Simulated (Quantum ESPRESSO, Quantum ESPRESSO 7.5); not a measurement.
# Al: work function by face

Which face of Al holds its electrons most tightly, and does packing explain the order?

Method: plane-wave DFT, PBE, PseudoDojo norm-conserving pseudopotentials (geometry by pw.x at PBE, GBRV ultrasoft), in Quantum ESPRESSO 7.5.

Experimental background.

For Al (clean single-crystal faces), “Properties of real metallic surfaces: Effects of density functional semilocality and van der Waals nonlocality” (2017, arxiv:1702.08515) quotes earlier work: work function of (111) (clean (111) face) 4.32 eV; work function of (100) (clean (100) face) 4.32 eV; work function of (110) (clean (110) face) 4.23 eV.

Most raw output is cut from this account.

### Step 1. The structure

The cell holds 5 atoms: 5 Al. Cell: a = 2.864 Å, b = 2.864 Å, c = 25.353 Å, α = 90.0°, β = 90.0°, γ = 60.0°. It derives from Al. Vacuum lies along c.

### Step 2. Relaxing the ions of (111), PBE

The free layers are relaxed; atoms flagged 0 0 0 stay at their bulk places.

Contents of 111.relax.in:

```
&control
  prefix = '111.relax'
  outdir = './out'
  pseudo_dir = './pseudo'
  nstep = 40
  forc_conv_thr = 0.001
  calculation = 'relax'
/
&system
  ibrav = 0
  nat = 5
  ntyp = 1
  ecutwfc = 40
  ecutrho = 200
  occupations = 'smearing'
  smearing = 'mv'
  degauss = 0.02
/
&electrons
  conv_thr = 1e-07
  mixing_beta = 0.4
  electron_maxstep = 120
  mixing_mode = 'local-TF'
/
&ions
/
ATOMIC_SPECIES
  Al  26.9815  al_pbe_v1.uspp.F.UPF
CELL_PARAMETERS angstrom
  2.86378246380552 0.00000000000000 0.00000000000000
  1.43189123190276 2.48010836456797 0.00000000000000
  0.00000000000000 0.00000000000000 25.35307436087194
ATOMIC_POSITIONS crystal
  Al  0.666666666700 0.666666666700 0.315543586002
  Al  0.000000000000 0.000000000000 0.407771793001
  Al  0.333333333300 0.333333333300 0.500000000000 0 0 0
  Al  0.666666666700 0.666666666700 0.592228206999
  Al  0.000000000000 0.000000000000 0.684456413998
K_POINTS automatic
  12 12 1 0 0 0
```

The run is started by

```sh
$ OMP_NUM_THREADS=1 mpirun -n 4 pw.x -nk 4 -in 111.relax.in > 111.relax.out
```

Wall time 35 s (4 MPI ranks of Intel Xeon Platinum 8488C (Sapphire Rapids), shared host); peak memory 0.39 GiB; 2.3 min of CPU time.

Relaxation path:

```
step  energy less that of the first step (eV)  largest force (eV/Å)
   1                                   0.0000                0.0772
   2                                  -0.0004                0.0657
   3                                  -0.0007                0.0532
   4                                  -0.0011                0.0343
   5                                  -0.0014                0.0105
```

 On the free atoms the largest force ends at 0.011 eV/Å.

Numbers from this step:

- free energy: -455.6030 eV
- Fermi energy: 1.462 eV

### Step 3. SCF with pw.x of (111), PBE

Both faces of the slab are alike, so a plain periodic cell serves and symmetry is kept.

Level of this step: plane-wave DFT, PBE, PseudoDojo norm-conserving pseudopotentials (Quantum ESPRESSO 7.5).

Contents of 111.pbe.in:

```
&control
  prefix = '111.pbe'
  outdir = './out'
  pseudo_dir = './pseudo'
  calculation = 'scf'
  tprnfor = .true.
/
&system
  ibrav = 0
  nat = 5
  ntyp = 1
  ecutwfc = 32
  ecutrho = 128
  occupations = 'smearing'
  smearing = 'mv'
  degauss = 0.02
/
&electrons
  conv_thr = 1e-07
  mixing_beta = 0.4
  electron_maxstep = 120
  mixing_mode = 'local-TF'
/
ATOMIC_SPECIES
  Al  26.9815  Al.dojo-sr-pbe-0.4.1-standard.upf
CELL_PARAMETERS angstrom
  2.86378246380552 0.00000000000000 0.00000000000000
  1.43189123190276 2.48010836456797 0.00000000000000
  0.00000000000000 0.00000000000000 25.35307436087194
ATOMIC_POSITIONS crystal
  Al  0.666666666700 0.666666666700 0.315236618500
  Al  0.000000000000 0.000000000000 0.408161848800
  Al  0.333333333300 0.333333333300 0.500000000000
  Al  0.666666666700 0.666666666700 0.591838151200
  Al  0.000000000000 0.000000000000 0.684763381500
K_POINTS automatic
  12 12 1 0 0 0
```

The run is started by

```sh
$ OMP_NUM_THREADS=1 mpirun -n 4 pw.x -nk 4 -in 111.pbe.in > 111.pbe.out
```

Elapsed: 9.9 s, on 4 MPI ranks; peak memory 0.31 GiB.

Numbers from this step:

* free energy: -314.5855 eV
* Fermi energy: 1.472 eV

### Step 4. Electrostatic potential of (111)

The vacuum level is read from the electrostatic potential (plot_num = 11), averaged over planes.

Contents of 111.pbe.pot.in:

```
&inputpp
  prefix = '111.pbe'
  outdir = './out'
  filplot = '111.pbe.pot.dat'
  plot_num = 11
/
```

The run is started by

```sh
$ OMP_NUM_THREADS=1 mpirun -n 4 pp.x -in 111.pbe.pot.in > 111.pbe.pot.out
```

It took 1.3 s on 4 MPI ranks; peak memory 0.09 GiB.

Numbers from this step:

| Item | Value |
| --- | --- |
| work function of the upper face | 4.103 eV |
| slope of the potential above | 1.67e-4 eV/Å |
| upper vacuum line continued to the top atoms, over the Fermi level | 4.102 eV |
| work function of the lower face | 4.103 eV |
| slope of the potential below | -1.66e-4 eV/Å |
| lower vacuum line continued to the bottom atoms, over the Fermi level | 4.102 eV |

The potential energy, planar mean oscillates, so the rows of the table below give means over windows of 2.39 Å about each position, cut where the curve ends. Its maxima inside the range that stand out by 2 % of the span (Å: eV): 9.2: -0.410, 11.5: -0.552, 13.8: -0.552, 16.2: -0.410. Its minima: 8.0: -14.7, 10.3: -14.6, 12.7: -14.8, 15.1: -14.6, 17.3: -14.7.

Electrostatic potential energy of an electron; zero at the Fermi level. The potential energy, planar mean by z; means over each step:

z (Å), potential energy, planar mean (eV) and a bar from the least value:
```
     1.20        4.1 ##############################
     3.58        4.1 ##############################
     5.97        3.0 ###########################
     8.36       -6.7 
    10.75       -6.8 
    13.14       -6.8 
    15.53       -6.8 
    17.92       -5.4 ####
    20.31        4.0 ##############################
    22.70        4.1 ##############################
    25.09        4.1 ##############################
```

### Step 5. Ground state of (111), LDA

The same atoms under a second functional.

Level of this step: plane-wave DFT, LDA, PseudoDojo norm-conserving pseudopotentials (Quantum ESPRESSO 7.5).

111.lda.in is the input of step 3 with these lines changed:

```diff
@@ -1,3 +1,3 @@
 &control
-  prefix = '111.pbe'
+  prefix = '111.lda'
   outdir = './out'
@@ -24,3 +24,3 @@
 ATOMIC_SPECIES
-  Al  26.9815  Al.dojo-sr-pbe-0.4.1-standard.upf
+  Al  26.9815  Al.dojo-sr-lda-0.4.1-standard.upf
 CELL_PARAMETERS angstrom
```

The run is started by

```sh
$ OMP_NUM_THREADS=1 mpirun -n 4 pw.x -nk 4 -in 111.lda.in > 111.lda.out
```

Run time: 9.3 s. Hardware: 4 MPI ranks; peak memory 0.3 GiB; 37 s of CPU time.

Numbers from this step:

```
free energy  : -320.5933 eV
Fermi energy : 1.291 eV
```

### Step 6. Potential by pp.x of (111)

Contents of 111.lda.pot.in:

```
&inputpp
  prefix = '111.lda'
  outdir = './out'
  filplot = '111.lda.pot.dat'
  plot_num = 11
/
```

The run is started by

```sh
$ OMP_NUM_THREADS=1 mpirun -n 4 pp.x -in 111.lda.pot.in > 111.lda.pot.out
```

Elapsed: 1.3 s, on 4 MPI ranks; peak memory 0.09 GiB; 4.3 s of CPU time.

Read from the output:

- work function of the upper face: 4.266 eV
- slope of the potential above: 3.11e-4 eV/Å
- upper vacuum line continued to the top atoms, over the Fermi level: 4.265 eV
- work function of the lower face: 4.266 eV
- slope of the potential below: -2.05e-4 eV/Å
- lower vacuum line continued to the bottom atoms, over the Fermi level: 4.265 eV

On (111) the work function under LDA lies +0.16 eV from PBE's.

### Step 7. Relaxing the ions of (100), PBE

Level of this step: plane-wave DFT, PBE, GBRV ultrasoft pseudopotentials (Quantum ESPRESSO 7.5).

Contents of 100.relax.in:

```
&control
  prefix = '100.relax'
  outdir = './out'
  pseudo_dir = './pseudo'
  nstep = 40
  forc_conv_thr = 0.001
  calculation = 'relax'
/
&system
  ibrav = 0
  nat = 5
  ntyp = 1
  ecutwfc = 40
  ecutrho = 200
  occupations = 'smearing'
  smearing = 'mv'
  degauss = 0.02
/
&electrons
  conv_thr = 1e-07
  mixing_beta = 0.4
  electron_maxstep = 120
  mixing_mode = 'local-TF'
/
&ions
/
ATOMIC_SPECIES
  Al  26.9815  al_pbe_v1.uspp.F.UPF
CELL_PARAMETERS angstrom
  2.86378246380552 0.00000000000000 0.00000000000000
  0.00000000000000 2.86378246380552 0.00000000000000
  0.00000000000000 0.00000000000000 24.10000000000000
ATOMIC_POSITIONS crystal
  Al  0.000000000000 0.000000000000 0.331950207469
  Al  0.500000000000 0.500000000000 0.415975103734
  Al  0.000000000000 0.000000000000 0.500000000000 0 0 0
  Al  0.500000000000 0.500000000000 0.584024896266
  Al  0.000000000000 0.000000000000 0.668049792531
K_POINTS automatic
  10 10 1 0 0 0
```

The run is started by

```sh
$ OMP_NUM_THREADS=1 mpirun -n 4 pw.x -nk 4 -in 100.relax.in > 100.relax.out
```

Wall time 76 s (4 MPI ranks); peak memory 0.41 GiB; 5.1 min of CPU time.

The steps of the relaxation:

```
step  energy less that of the first step (eV)  largest force (eV/Å)
   1                                   0.0000                0.1186
   2                                  -0.0009                0.1157
   3                                  -0.0018                0.1126
   4                                  -0.0031                0.1080
   5                                  -0.0050                0.1010
   6                                  -0.0076                0.0907
   7                                  -0.0110                0.0755
   8                                  -0.0148                0.0529
   9                                  -0.0177                0.0188
  10                                  -0.0180                0.0069
```

The atoms that moved most (Å):

```
atom     dx     dy      dz  length
 Al1  0.000  0.000  -0.101   0.101
 Al5  0.000  0.000   0.101   0.101
 Al4  0.000  0.000   0.071   0.071
 Al2  0.000  0.000  -0.071   0.071
```

The relaxation lowers the energy by 4 meV an atom. On the free atoms the largest force ends at 0.007 eV/Å.

Read from the output:

* free energy: -455.3642 eV
* Fermi energy: 0.951 eV

### Step 8. Ground state of (100), PBE

Level of this step: plane-wave DFT, PBE, PseudoDojo norm-conserving pseudopotentials (Quantum ESPRESSO 7.5).

Contents of 100.pbe.in:

```
&control
  prefix = '100.pbe'
  outdir = './out'
  pseudo_dir = './pseudo'
  calculation = 'scf'
  tprnfor = .true.
/
&system
  ibrav = 0
  nat = 5
  ntyp = 1
  ecutwfc = 32
  ecutrho = 128
  occupations = 'smearing'
  smearing = 'mv'
  degauss = 0.02
/
&electrons
  conv_thr = 1e-07
  mixing_beta = 0.4
  electron_maxstep = 120
  mixing_mode = 'local-TF'
/
ATOMIC_SPECIES
  Al  26.9815  Al.dojo-sr-pbe-0.4.1-standard.upf
CELL_PARAMETERS angstrom
  2.86378246380552 0.00000000000000 0.00000000000000
  0.00000000000000 2.86378246380552 0.00000000000000
  0.00000000000000 0.00000000000000 24.10000000000000
ATOMIC_POSITIONS crystal
  Al  0.000000000000 0.000000000000 0.327759114200
  Al  0.500000000000 0.500000000000 0.413031494400
  Al  0.000000000000 0.000000000000 0.500000000000
  Al  0.500000000000 0.500000000000 0.586968505600
  Al  0.000000000000 0.000000000000 0.672240885800
K_POINTS automatic
  10 10 1 0 0 0
```

The run is started by

```sh
$ OMP_NUM_THREADS=1 mpirun -n 4 pw.x -nk 4 -in 100.pbe.in > 100.pbe.out
```

It took 9.5 s on 4 MPI ranks; peak memory 0.29 GiB; 37 s of CPU time.

This step gave:

- free energy: -314.3412 eV
- Fermi energy: 0.9622 eV

### Step 9. Electrostatic potential of (100)

Contents of 100.pbe.pot.in:

```
&inputpp
  prefix = '100.pbe'
  outdir = './out'
  filplot = '100.pbe.pot.dat'
  plot_num = 11
/
```

The run is started by

```sh
$ OMP_NUM_THREADS=1 mpirun -n 4 pp.x -in 100.pbe.pot.in > 100.pbe.pot.out
```

It took 1.3 s on 4 MPI ranks; peak memory 0.1 GiB.

Numbers from this step:

- work function of the upper face: 4.223 eV
- slope of the potential above: 6.74e-5 eV/Å
- upper vacuum line continued to the top atoms, over the Fermi level: 4.222 eV
- work function of the lower face: 4.223 eV
- slope of the potential below: -1.23e-4 eV/Å
- lower vacuum line continued to the bottom atoms, over the Fermi level: 4.222 eV

The potential energy, planar mean oscillates, so the rows of the table below give means over windows of 2.01 Å about each position, cut where the curve ends. Its maxima inside the range that stand out by 2 % of the span (Å: eV): 9.0: -1.91, 11.0: -1.65, 13.1: -1.65, 15.1: -1.91. Its minima: 7.9: -12.3, 9.9: -12.5, 12.1: -12.7, 14.2: -12.5, 16.2: -12.3.

Electrostatic potential energy of an electron; zero at the Fermi level. Table of potential energy, planar mean by z; means over each step:

```
z (Å)  potential energy, planar mean (eV)
 1.00                                4.22
 3.01                                4.22
 5.02                                4.14
 7.03                               -2.78
 9.04                               -6.67
11.05                               -6.46
13.06                               -6.46
15.07                               -6.67
17.08                               -2.62
19.09                                4.14
21.10                                4.22
23.11                                4.22
```

### Step 10. Ground state of (100), LDA

Level of this step: plane-wave DFT, LDA, PseudoDojo norm-conserving pseudopotentials (Quantum ESPRESSO 7.5).

100.lda.in is the input of step 8 with these lines changed:

```diff
@@ -1,3 +1,3 @@
 &control
-  prefix = '100.pbe'
+  prefix = '100.lda'
   outdir = './out'
@@ -24,3 +24,3 @@
 ATOMIC_SPECIES
-  Al  26.9815  Al.dojo-sr-pbe-0.4.1-standard.upf
+  Al  26.9815  Al.dojo-sr-lda-0.4.1-standard.upf
 CELL_PARAMETERS angstrom
```

The run is started by

```sh
$ OMP_NUM_THREADS=1 mpirun -n 4 pw.x -nk 4 -in 100.lda.in > 100.lda.out
```

The job ended after 10 s (4 MPI ranks; peak memory 0.3 GiB).

Numbers from this step:

```
free energy  : -320.2945 eV
Fermi energy : 0.7908 eV
```

### Step 11. Electrostatic potential of (100)

Contents of 100.lda.pot.in:

```
&inputpp
  prefix = '100.lda'
  outdir = './out'
  filplot = '100.lda.pot.dat'
  plot_num = 11
/
```

The run is started by

```sh
$ OMP_NUM_THREADS=1 mpirun -n 4 pp.x -in 100.lda.pot.in > 100.lda.pot.out
```

Wall time 1.3 s (4 MPI ranks); peak memory 0.1 GiB; 4.2 s of CPU time.

Read from the output:

```
work function of the upper face                                       : 4.366 eV
slope of the potential above                                          : 1.89e-4 eV/Å
upper vacuum line continued to the top atoms, over the Fermi level    : 4.365 eV
work function of the lower face                                       : 4.366 eV
slope of the potential below                                          : -1.34e-4 eV/Å
lower vacuum line continued to the bottom atoms, over the Fermi level : 4.366 eV
```

On (100) the work function under LDA lies +0.14 eV from PBE's.

### Step 12. Relaxing the ions of (110), PBE

Level of this step: plane-wave DFT, PBE, GBRV ultrasoft pseudopotentials (Quantum ESPRESSO 7.5).

System of this step: Al(110), 7 layers. The cell holds 7 atoms: 7 Al. Cell: a = 4.050 Å, b = 2.864 Å, c = 24.591 Å, α = 90.0°, β = 90.0°, γ = 90.0°. It derives from Al. Vacuum lies along c.

Contents of 110.relax.in:

```
&control
  prefix = '110.relax'
  outdir = './out'
  pseudo_dir = './pseudo'
  nstep = 40
  forc_conv_thr = 0.001
  calculation = 'relax'
/
&system
  ibrav = 0
  nat = 7
  ntyp = 1
  ecutwfc = 40
  ecutrho = 200
  occupations = 'smearing'
  smearing = 'mv'
  degauss = 0.02
/
&electrons
  conv_thr = 1e-07
  mixing_beta = 0.4
  electron_maxstep = 120
  mixing_mode = 'local-TF'
/
&ions
/
ATOMIC_SPECIES
  Al  26.9815  al_pbe_v1.uspp.F.UPF
CELL_PARAMETERS angstrom
  4.05000000000000 0.00000000000000 0.00000000000000
  0.00000000000000 2.86378246380552 0.00000000000000
  0.00000000000000 0.00000000000000 24.59134739141656
ATOMIC_POSITIONS crystal
  Al  0.000000000000 0.000000000000 0.325317676688
  Al  0.500000000000 0.500000000000 0.383545117792
  Al  0.000000000000 0.000000000000 0.441772558896 0 0 0
  Al  0.500000000000 0.500000000000 0.500000000000 0 0 0
  Al  0.000000000000 0.000000000000 0.558227441104 0 0 0
  Al  0.500000000000 0.500000000000 0.616454882208
  Al  0.000000000000 0.000000000000 0.674682323312
K_POINTS automatic
  8 10 1 0 0 0
```

The run is started by

```sh
$ OMP_NUM_THREADS=1 mpirun -n 4 pw.x -nk 4 -in 110.relax.in > 110.relax.out
```

Wall time 2.9 min (4 MPI ranks); peak memory 0.54 GiB.

Step by step:

```
step  energy less that of the first step (eV)  largest force (eV/Å)
   1                                   0.0000                0.2960
   2                                  -0.0068                0.2744
   3                                  -0.0138                0.2503
   4                                  -0.0231                0.2172
   5                                  -0.0344                0.1639
   6                                  -0.0449                0.0756
   7                                  -0.0475                0.0056
   8                                  -0.0475                0.0008
```

The atoms that moved most (Å):

```
atom     dx     dy      dz  length
 Al7  0.000  0.000  -0.078   0.078
 Al1  0.000  0.000   0.078   0.078
 Al6  0.000  0.000   0.078   0.078
 Al2  0.000  0.000  -0.078   0.078
```

The relaxed structure:

```cif
data_structure
_symmetry_space_group_name_H-M 'P 1'
_symmetry_Int_Tables_number 1
_cell_length_a 4.0500
_cell_length_b 2.8638
_cell_length_c 24.5913
_cell_angle_alpha 90.000
_cell_angle_beta 90.000
_cell_angle_gamma 90.000
_cell_volume 285.22
loop_
_atom_site_label
_atom_site_type_symbol
_atom_site_fract_x
_atom_site_fract_y
_atom_site_fract_z
_atom_site_occupancy
Al1 Al 0.00000 0.00000 0.32849 1
Al2 Al 0.50000 0.50000 0.38039 1
Al3 Al 0.00000 0.00000 0.44177 1
Al4 Al 0.50000 0.50000 0.50000 1
Al5 Al 0.00000 0.00000 0.55823 1
Al6 Al 0.50000 0.50000 0.61961 1
Al7 Al 0.00000 0.00000 0.67151 1
```

The relaxation lowers the energy by 7 meV an atom. On the free atoms the largest force ends at 0.001 eV/Å.

Read from the output:

| Item | Value |
| --- | --- |
| free energy | -637.3853 eV |
| Fermi energy | 0.8673 eV |

### Step 13. SCF with pw.x of (110), PBE

Level of this step: plane-wave DFT, PBE, PseudoDojo norm-conserving pseudopotentials (Quantum ESPRESSO 7.5).

Contents of 110.pbe.in:

```
&control
  prefix = '110.pbe'
  outdir = './out'
  pseudo_dir = './pseudo'
  calculation = 'scf'
  tprnfor = .true.
/
&system
  ibrav = 0
  nat = 7
  ntyp = 1
  ecutwfc = 32
  ecutrho = 128
  occupations = 'smearing'
  smearing = 'mv'
  degauss = 0.02
/
&electrons
  conv_thr = 1e-07
  mixing_beta = 0.4
  electron_maxstep = 120
  mixing_mode = 'local-TF'
/
ATOMIC_SPECIES
  Al  26.9815  Al.dojo-sr-pbe-0.4.1-standard.upf
CELL_PARAMETERS angstrom
  4.05000000000000 0.00000000000000 0.00000000000000
  0.00000000000000 2.86378246380552 0.00000000000000
  0.00000000000000 0.00000000000000 24.59134739141656
ATOMIC_POSITIONS crystal
  Al  0.000000000000 0.000000000000 0.328491377000
  Al  0.500000000000 0.500000000000 0.380390854400
  Al  0.000000000000 0.000000000000 0.441772558900
  Al  0.500000000000 0.500000000000 0.500000000000
  Al  0.000000000000 0.000000000000 0.558227441100
  Al  0.500000000000 0.500000000000 0.619609145600
  Al  0.000000000000 0.000000000000 0.671508623000
K_POINTS automatic
  8 10 1 0 0 0
```

The run is started by

```sh
$ OMP_NUM_THREADS=1 mpirun -n 4 pw.x -nk 4 -in 110.pbe.in > 110.pbe.out
```

The job ended after 23 s (4 MPI ranks; peak memory 0.39 GiB; 90 s of CPU time).

This step gave:

```
free energy  : -439.9536 eV
Fermi energy : 0.8763 eV
```

[end of part 1 of 2]

[Logs are printed without paths, hosts, clocks, repeated set-up lines and the standing remarks that a program may print on its own settings, such as how far it seeks lower states.]

[Hosts, paths, dates, database ids (printed as entryN), source tags and the programs' standing remarks are cut or masked in the printed files.]

[Maps of the electrostatic potential energy from Ansatz leave out the sawtooth potential of an applied field or a dipole correction, so their vacuum need not be flat; planar profiles and work functions include it.]
